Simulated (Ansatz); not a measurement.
# How strongly the parts of Be(10-15) slab with N (117 atoms) bind, part 2 of 3

How much energy holds the two parts of Be(10-15) slab with N (117 atoms) together, and how does it fall off with distance?

Ansatz 0.2.0; Kohn-Sham DFT, RPBE+D4, PAW (set soft_2), plane waves.

So far. Step 2 (Single point at the start): The r.m.s. force at the start is 1.1 eV/Å. Step 3 (Relaxation): The relaxation converged after 14 steps, 12.8 eV below its start, with a largest force component of 0.049 eV/Å.

### 4. Single point at the relaxed geometry

One more single point at the end of the walk gives the fuller output and checks the residual forces.

The input, input.yaml:

```yaml
crystal:
  lattice:
    - [9.144, 0.0, 0.0]
    - [-1.143, 10.52752, 0.0]
    - [0.0, 0.0, 22.371]
  atoms:
    - { symbol: Be, position: [0.49445, 0.95151, 0.28168] }
    - { symbol: Be, position: [0.67025, 0.34436, 0.29955] }
    - { symbol: Be, position: [0.09872, 0.78235, 0.28772] }
    - { symbol: Be, position: [0.52308, 0.17177, 0.32023] }
    - { symbol: Be, position: [0.95402, 0.62376, 0.32364] }
    - { symbol: Be, position: [0.1272, 0.00787, 0.35614] }
    [... 105 atom lines left out ...]
    - { symbol: Be, position: [0.21992, 0.00242, 0.68442] }
    - { symbol: "N", position: [0.34563, 0.12308, 0.68826] }
    - { symbol: "N", position: [0.04812, 0.26897, 0.6682] }
    - { symbol: "N", position: [0.68365, 0.56899, 0.66495] }
    - { symbol: "N", position: [0.1623, 0.84431, 0.68266] }
    - { symbol: "N", position: [0.87156, 0.99508, 0.67542] }
kpoints:
  mp_grid: { grid: [2, 2, 1] }
hamiltonian:
  xc: rpbe
  dispersion: d4
scf:
  occupations: { method: fermi_dirac, width: 0.1 }
output:
  forces: true
  populations: true
  dos:
    method: { smearing: { sigma: 0.15 } }
    de: 0.1
    projected:
      site_lists: { Be: [Be], "N": ["N"], N_adsorbates: [112, 113, 114, 115, 116] }
  eigenvalues: true
  write_density: true
  write_potential: true
  volumetric_format: npy
```

Run with:

```bash
$ ansatz run input.yaml --threads 4 --pin off --max-ram 8192MiB --backend cpu --events-out ev --progress --plain --runs-dir out
```

Numbers of over 12 decimals in the logs are rounded to 6 here.

Log:

```text
[...]
Crystal: 117 atoms, lattice volume = 2153.514 Å³
Basis set: ecut = 420 eV, 42089 PW (Γ), exchange–correlation on 128×144×300 points (8 copies of the dense FFT grid, shifted against one another)
Bands: 242, of which v1, the nominal top of the filled ones, is band 125 counted from 1 (124 counted from 0)
Symmetry: 1 space group operations
[...]
k-points: 4
[...]
SCF iter   1: F=—  HF=-12429.321468 eV  |F-HF|=—  |Δ(HF+E_count)|=         —  Δρ=3.73e-3  dr2=3.51e0  ethr=1.77e-3  ⟨swp⟩=10.2  Hψ=7546  notcnv=0  defer=289
[...]
SCF iter   8: F=-12429.070518 eV  HF=-12429.070518 eV  |F-HF|=7.44e-8  |Δ(HF+E_count)|=   8.53e-7  Δρ=1.15e-6  dr2=6.87e-8  ethr=4.02e-11  ⟨swp⟩=35.0  Hψ=11730  notcnv=0
SCF 1 converged in 8 iterations: F = -12429.070518 eV  dr2 = 6.87e-8
[...]
WARN: The output density's exchange-correlation potential varies sharply where the density is thin. Do not read a vacuum level from v_tot or v_xc, or from such a field of the output density. On a cell that repeats whose density bears no net charge and no dipole along the vacuum's axis use v_es (v_loc + v_h of the components); [...]
SCF converged after 8 iterations
Free energy (F): -12429.070518 eV
[...]
Internal energy: -12428.521701 eV  (E = F + TS)
E sigma→0 (E₀):  -12428.796109 eV
Entropy (-TS):   -0.548817 eV (-4.691 meV/atom)
Fermi energy:    1.044661 eV
[...]
--- Forces (eV/Å), atoms counted from 1 ---
  atom   1  Be     0.00187004     0.00878634     0.00504567
  atom   2  Be     0.00112462     0.00130044     0.00437320
  atom   3  Be     0.00085374     0.00584136    -0.00168623
  atom   4  Be     0.00043881    -0.01190377    -0.01013555
  atom   5  Be     0.00056513    -0.00936458     0.00097323
  atom   6  Be    -0.00131762     0.00261099     0.00267085
  atom   7  Be    -0.00139405    -0.00833751    -0.00234259
  atom   8  Be    -0.00361171    -0.00406159     0.00109336
  atom   9  Be    -0.00081976    -0.00000672     0.00157708
  atom  10  Be    -0.00295090     0.00421216     0.01082504
  atom  11  Be    -0.00124362     0.00322003     0.00076413
  atom  12  Be    -0.00061092     0.00576683     0.00183841
  atom  13  Be     0.00223432    -0.00138349     0.00591435
  atom  14  Be    -0.00028866    -0.00081395    -0.00260844
[...]
atom 116  N      0.04877228    -0.01420703    -0.02494961
  atom 117  N      0.01959178    -0.03204440    -0.02147895
  max |Σ_I F_I| component: 8.96e-5 eV/Å
--- Band table (eV) ---
[...]
--- Löwdin populations: 117 sites ---
  site symbol       q [e]
     0     Be      1.2315
     1     Be      1.2011
     2     Be      1.2308
[...]
116      N      6.8343
  spilling = 0.310849 (of n_electrons = 249.000000)
```

Wall time 1.8 min (4 threads of Arm Neoverse V1, shared host); peak memory 6.6 GiB; 7.2 min of CPU time.

The program notes that the exchange-correlation potential is rough where the density is thin.

Numbers from this run:

- free energy: -12429.0705 eV
- free energy per atom: -106.2314 eV/atom
- SCF cycles: 8
- r.m.s. force component: 0.01092 eV/Å
- longest force: 0.0566 eV/Å
- Fermi energy: 1.045 eV
- levels partly filled by over 2 per cent: 25
- spilling of the projection: 0.3108

By region:

```
      region  atoms  mean length of the force (eV/Å)
        slab    112                            0.013
N adsorbates      5                            0.047
```

States in the cell by windows of 1 eV, zero at the Fermi level; the larger projections on atomic orbitals stand beside the total:

```
from (eV)  to (eV)  total  Be s  N adsorbates  N p
      -14      -11    0.0   0.0           0.0  0.0
      -11      -10    3.9   3.8           0.0  0.0
      -10       -9    9.5   9.1           0.2  0.1
       -9       -8   13.5  11.8           1.1  0.9
       -8       -7   21.3  16.2           3.8  3.6
       -7       -6   24.2  16.5           5.5  5.3
       -6       -5   26.2  16.5           6.1  5.9
       -5       -4   30.0  18.2           4.2  4.1
       -4       -3   27.3  14.6           2.3  2.3
       -3       -2   31.2  12.8           1.4  1.4
       -2       -1   32.8  10.7           1.1  1.0
       -1        0   19.2   5.2           0.7  0.6
        0        1   16.9   5.0           0.6  0.5
        1        2   23.3   6.8           0.7  0.5
        2        3   35.1  11.2           0.5  0.3
        3        4   38.7   8.3           0.4  0.3
        4        5   37.7   6.4           0.4  0.3
```

Between -17 and -14 eV lie 10 more states.

The levels nearest the highest filled one (over half full), pooled over k-points and spins:

```
level less the highest filled one (eV)  occupation
                                -0.157        1.85
                                -0.153        1.85
                               -0.0761        1.70
                               -0.0405        1.59
                               -0.0076        1.48
                                     0        1.45
                                 0.105       0.959
                                 0.116       0.905
                                 0.141       0.781
                                 0.158       0.702
                                 0.191        0.56
                                 0.201       0.523
```

Planar average of the electrostatic potential energy along the normal, with the Fermi level as zero, after a running mean with a triangular window 4 Å wide at its base:

```
height (Å)  potential energy (eV)
       0.0                   4.32
       0.6                   4.35
       1.3                   4.39
       1.9                   4.42
       2.5                   4.45
       3.1                   4.45
       3.9                   4.29
       4.5                   3.65
       5.1                   2.12
       5.7                  -0.18
       6.4                  -3.42
       7.0                  -5.30
       7.6                  -6.29
       8.2                  -6.69
       8.9                  -6.81
       9.5                  -6.92
      10.1                  -6.98
      10.7                  -6.98
      11.5                  -6.98
      12.1                  -6.88
      12.7                  -6.76
      13.3                  -6.84
      14.0                  -6.81
      14.6                  -6.16
      15.2                  -4.29
      15.8                  -1.49
      16.6                   1.74
      17.2                   3.34
      17.7                   3.94
      18.3                   4.08
      19.1                   4.15
      19.7                   4.18
      20.3                   4.21
      20.9                   4.24
      21.6                   4.28
      22.2                   4.31
```

Electrostatic potential energy in the ca plane at fractional y = 0.112, with atoms of Be and N within 0.2 Å of it. With pseudopotentials it is smooth inside the atoms' cores, unlike the true potential.

Ten even steps from '0' (-39 eV) to '9' (5 eV), each cell a mean:
```
98778886225886578988886103799999999999999999
99888888778861037887787667899999999999999999
99988898888850027887788888999999999999999999
98888888667873257887788877899999999999999999
97668885114887788888888534789999999999999999
87557884003788889988987301689999999999999999
98778886225886678888887412689999999999999999
99888888778861148876788766899999999999999999
99988898888840037875578888899999999999999999
98888888667862258875688877899999999999999999
98668885114887788888888621589999999999999999
87557884003788889998888500379999999999999999
98778886225886678988888633689999999999999999
99888888778861137886568865799999999999999999
99988898888850027874257610389999999999999999
98888887667873258885468500189999999999999999
87678885114887788987788721489999999999999999
87568884003788889988888877899999999999999999
98778886225886678888888888999999999999999999
99888888778851148875788888999999999999999999
99988898888840037864688888999999999999999999
98888888667862258876788778899999999999999999
97668886114787788988886325799999999999999999
87557884002788889998885002789999999999999999
```
Columns run along c (16.0 Å, from fractional 0.28 to 1.00 of the cell; values clipped at the 3rd and 97th percentile), rows up along a (9.1 Å). Atoms in or near the plane, at fractional coordinates: Be at (0.42, 0.52), Be at (0.51, 0.39), Be at (0.42, 0.77), Be at (0.50, 0.64), Be at (0.42, 0.02), Be at (0.51, 0.89), Be at (0.67, 0.00), Be at (0.42, 0.27), Be at (0.50, 0.14), N at (0.69, 0.35).

Valence density in the ca plane at fractional y = 0.112, with atoms of Be and N within 0.2 Å of it. It is the smooth field of the valence electrons, not physical close to the nuclei.

Ten steps, logarithmic in the rise over the least value, from '0' (0.0 e/Å³) to '9' (3.6 e/Å³), each cell a mean:
```
33444444444444444444444433210000000000000000
23444444444444344444444444310000000000000000
23444444444443244444444444321000000000000000
23444444444444444444444444321000000000000000
33444444334444444444444443321000000000000000
33444444334444444444444333321000000000000000
33444444444444444444444444321000000000000000
23444444444444344444444444421000000000000000
23444444444443344444444454421000000000000000
23444444444444444444444444421000000000000000
33444444334444444444444444321000000000000000
33444444334444444444444433321000000000000000
33444444444444444444444455432000000000000000
23444444444444344444444577642100000000000000
23444444444443234444445789853100000000000000
23444444444444444444445799963100000000000000
33444444334444444444445789853100000000000000
33444444334444444444444567642100000000000000
33444444444444444444444455421000000000000000
23444444444443344444444443321000000000000000
23444444444443344444444443210000000000000000
23444444444444444444444443210000000000000000
33444444434444444444444443210000000000000000
33444444324444444444444323210000000000000000
```
Columns run along c (16.0 Å, from fractional 0.28 to 1.00 of the cell), rows up along a (9.1 Å). Atoms in or near the plane, at fractional coordinates: Be at (0.42, 0.52), Be at (0.51, 0.39), Be at (0.42, 0.77), Be at (0.50, 0.64), Be at (0.42, 0.02), Be at (0.51, 0.89), Be at (0.67, 0.00), Be at (0.42, 0.27), Be at (0.50, 0.14), N at (0.69, 0.35).

25 levels are partly filled, by over 2 % (on the run's k-points): no clear gap opens at this level. Levels of broken or missing bonds inside a gap of the host would look the same. The potential slopes across the vacuum by 0.053 eV/Å: the slab bears a dipole, and with periodic images along the normal there is no flat vacuum level to read.

### 5. The lower part alone

The lower part (slab) is solved alone, atoms held, in the same cell.

The input, input.yaml:

```yaml
crystal:
  lattice:
    - [9.144, 0.0, 0.0]
    - [-1.143, 10.52752, 0.0]
    - [0.0, 0.0, 22.371]
  atoms:
    - { symbol: Be, position: [0.49445, 0.95151, 0.28168] }
    - { symbol: Be, position: [0.67025, 0.34436, 0.29955] }
    - { symbol: Be, position: [0.09872, 0.78235, 0.28772] }
    - { symbol: Be, position: [0.52308, 0.17177, 0.32023] }
    - { symbol: Be, position: [0.95402, 0.62376, 0.32364] }
    - { symbol: Be, position: [0.1272, 0.00787, 0.35614] }
    [... 100 atom lines left out ...]
    - { symbol: Be, position: [0.13606, 0.0562, 0.59295] }
    - { symbol: Be, position: [0.54876, 0.45254, 0.64833] }
    - { symbol: Be, position: [0.74235, 0.88427, 0.64132] }
    - { symbol: Be, position: [0.42802, 0.2623, 0.6592] }
    - { symbol: Be, position: [0.59183, 0.6995, 0.65745] }
    - { symbol: Be, position: [0.21992, 0.00242, 0.68442] }
kpoints:
  mp_grid: { grid: [2, 2, 1] }
hamiltonian:
  xc: rpbe
  dispersion: d4
scf:
  occupations: { method: fermi_dirac, width: 0.1 }
output:
  forces: true
  eigenvalues: true
  write_density: true
  write_potential: true
  volumetric_format: npy
```

Log:

```text
[...]
Crystal: 112 atoms, lattice volume = 2153.514 Å³
Basis set: ecut = 420 eV, 42089 PW (Γ), exchange–correlation on 128×144×300 points (8 copies of the dense FFT grid, shifted against one another)
Bands: 224, of which v1, the nominal top of the filled ones, is band 112 counted from 1 (111 counted from 0)
Symmetry: 1 space group operations
[...]
k-points: 4
[...]
SCF iter   1: F=—  HF=-10487.915556 eV  |F-HF|=—  |Δ(HF+E_count)|=         —  Δρ=2.84e-3  dr2=7.02e-1  ethr=1.77e-3  ⟨swp⟩=10.5  Hψ=6984  notcnv=0  defer=280
[...]
SCF iter   8: F=-10487.824343 eV  HF=-10487.824343 eV  |F-HF|=4.60e-8  |Δ(HF+E_count)|=   4.62e-7  Δρ=9.90e-7  dr2=4.93e-8  ethr=4.46e-11  ⟨swp⟩=35.8  Hψ=10423  notcnv=0
[...]
SCF 1 converged in 8 iterations: F = -10487.824343 eV  dr2 = 4.93e-8
[...]
SCF converged after 8 iterations
Free energy (F): -10487.824343 eV
[...]
Internal energy: -10487.164455 eV  (E = F + TS)
E sigma→0 (E₀):  -10487.494399 eV
Entropy (-TS):   -0.659887 eV (-5.892 meV/atom)
Fermi energy:    0.645665 eV
[...]
--- Forces (eV/Å), atoms counted from 1 ---
  atom   1  Be     0.01069440    -0.02604422    -0.00303750
  atom   2  Be    -0.01093518     0.01815824     0.02689180
  atom   3  Be    -0.00778878     0.00108744     0.01145518
  atom   4  Be     0.02090661    -0.00219215    -0.01775332
  atom   5  Be    -0.02737306     0.00374811     0.00452812
  atom   6  Be    -0.00131191    -0.00358349    -0.01649127
  atom   7  Be    -0.04425794    -0.02633966    -0.07577301
  atom   8  Be    -0.01075888     0.04007748     0.02691663
  atom   9  Be    -0.00342883     0.00265958     0.00680041
  atom  10  Be    -0.02959653    -0.01868910    -0.00652851
  atom  11  Be    -0.03616002     0.03133368    -0.03700001
  atom  12  Be     0.05938899     0.08980211    -0.00218209
  atom  13  Be    -0.00428751     0.00381038    -0.05245150
  atom  14  Be     0.00759041     0.01655980     0.02907064
[...]
atom 111  Be    -0.41128518     0.36333802    -0.38797932
  atom 112  Be    -1.01530088     0.40499623    -0.28687398
  max |Σ_I F_I| component: 6.68e-5 eV/Å
--- Band table (eV) ---
[...]
```

The job ended after 81 s (4 threads; peak memory 6.2 GiB).

### 6. The upper part alone

The upper part (N adsorbates) is solved alone in the same way, with spin, in case cut bonds leave unpaired electrons.

input.yaml, the sections that differ from step 5:

```yaml
crystal:
  lattice:
    - [9.144, 0.0, 0.0]
    - [-1.143, 10.52752, 0.0]
    - [0.0, 0.0, 22.371]
  atoms:
    - { symbol: "N", position: [0.34563, 0.12308, 0.68826], spin: 1.0 }
    - { symbol: "N", position: [0.04812, 0.26897, 0.6682], spin: 1.0 }
    - { symbol: "N", position: [0.68365, 0.56899, 0.66495], spin: 1.0 }
    - { symbol: "N", position: [0.1623, 0.84431, 0.68266], spin: 1.0 }
    - { symbol: "N", position: [0.87156, 0.99508, 0.67542], spin: 1.0 }
magnetization:
  spin_polarized: true
scf:
  occupations: { method: fermi_dirac, width: 0.1 }
  lower_state_search: "off"
# kpoints, hamiltonian, output: as in step 5
```

Log:

```text
[...]
Crystal: 5 atoms, lattice volume = 2153.514 Å³
Basis set: ecut = 420 eV, 42089 PW (Γ), exchange–correlation on 128×144×300 points (8 copies of the dense FFT grid, shifted against one another)
Bands: 20, of which v1, the nominal top of the filled ones, is band 13 counted from 1 (12 counted from 0)
Symmetry: 1 space group operations
[...]
k-points: 4
[...]
Starting moments: Σ|m| = 5 μB on 5 of 5 sites
[...]
SCF iter   1: F=—  HF=-1896.333136 eV  |F-HF|=—  |Δ(HF+E_count)|=         —  Δρ=2.39e-2 (↑2.39e-2 ↓2.27e-2)  dr2=4.59e-2  dr2_m=1.07e1  M=14.678 μB ∫|m|=14.679 μB  β_m=1.00  ethr=1.73e-4  ⟨swp⟩=1.9  Hψ=1655  notcnv=0
automatic band count: the SCF goes on with 25 bands, as 20 were too few: the levels above may hold too much charge
[...]
spin=Collinear: Resta preconditioning applied to the charge; magnetization (m = ρ↑ − ρ↓) channel mixes plain (no charge-response kernel on spin).
SCF iter   2: F=—  HF=-1901.667346 eV  |F-HF|=—  |Δ(HF+E_count)|=    5.33e0  Δρ=3.54e-3 (↑3.54e-3 ↓1.59e-3)  dr2=1.09e-1  dr2_m=1.28e-1  M=15.000 μB ∫|m|=15.001 μB  β_m=1.00  ethr=1.73e-4  ⟨swp⟩=5.0  Hψ=507  notcnv=0  defer=1
[...]
SCF iter   6: F=—  HF=-1903.373810 eV  |F-HF|=—  |Δ(HF+E_count)|=   1.22e-1  Δρ=3.60e-4 (↑3.60e-4 ↓1.53e-4)  dr2=4.96e-3  dr2_m=2.41e-4  M=15.000 μB ∫|m|=15.001 μB  β_m=0.30  ethr=1.93e-5  ⟨swp⟩=2.0  Hψ=234  notcnv=0  defer=3
[...]
spin-set hold released at iteration 6 (site moments contracting): the magnetisation degrees of freedom join the quasi-Newton model from the next iteration; the mixer history was flushed
SCF iter   7: F=—  HF=-1903.428289 eV  |F-HF|=—  |Δ(HF+E_count)|=   5.45e-2  Δρ=1.85e-4 (↑1.85e-4 ↓1.26e-4)  dr2=1.78e-3  dr2_m=4.25e-5  M=15.000 μB ∫|m|=15.001 μB  β_m=0.63  ethr=1.93e-5  ⟨swp⟩=2.0  Hψ=234  notcnv=0  defer=3
[...]
SCF iter  11: F=-1903.481748 eV  HF=-1903.481748 eV  |F-HF|=5.94e-10  |Δ(HF+E_count)|=   6.27e-8  Δρ=2.21e-7 (↑1.18e-7 ↓2.21e-7)  dr2=4.67e-10  dr2_m=4.38e-10  M=15.000 μB ∫|m|=15.001 μB  ethr=4.00e-10  ⟨swp⟩=16.0  Hψ=1217  notcnv=0
SCF 1 converged in 11 iterations: F = -1903.481748 eV  dr2 = 4.67e-10
[...]
SCF converged after 11 iterations
Magnetization: 15.0000 μB (20.0000 up, 5.0000 down)
Absolute magnetization: 15.0006 μB (∫|ρ↑−ρ↓|, with the PAW one-centre terms)
[...]
Per-site moments (μB) at R_I (Å): [(2.817767, 1.334865), (2.801749, 1.306632), (2.965894, 1.921206), (2.818230, 1.334865), (2.802422, 1.306632)]
Free energy (F): -1903.481748 eV
[...]
Internal energy: -1903.481747 eV  (E = F + TS)
E sigma→0 (E₀):  -1903.481748 eV
Entropy (-TS):   -0.000001 eV (-0.000 meV/atom)
Fermi energy:    -6.004003 eV
[...]
Σ components = -1903.481748   (vs F -1903.481748, Δ=0.00e0)
--- Forces (eV/Å), atoms counted from 1 ---
  atom   1  N      0.09221448     0.04411083     0.01101353
  atom   2  N     -0.01533440     0.12429265    -0.01352923
  atom   3  N      0.00437304     0.00111920     0.00084545
  atom   4  N      0.03124926    -0.11068872     0.00032199
  atom   5  N     -0.11250303    -0.05883449     0.00134676
  max |Σ_I F_I| component: 1.50e-6 eV/Å
--- Band table (eV; the first three rows and the last of 8) ---
  k-point 0 ↑: bands = [... 9 lower, -8.1192, -8.0217, -8.0193, -8.0190, -7.9963, -7.9806, -7.8814, -7.7511, ... 8 higher]
[...]
```

The job ended after 11 s (4 threads; peak memory 2 GiB; 42 s of CPU time).

The whole (-12429.071 eV) less the lower (-10487.824 eV) and the upper part (-1903.482 eV) leaves -37.764 eV.

[end of part 2 of 3]

[Logs are printed without paths, hosts, clocks, repeated set-up lines and the standing remarks that a program may print on its own settings, such as how far it seeks lower states.]

[Hosts, paths, dates, database ids (printed as entryN), source tags and the programs' standing remarks are cut or masked in the printed files.]
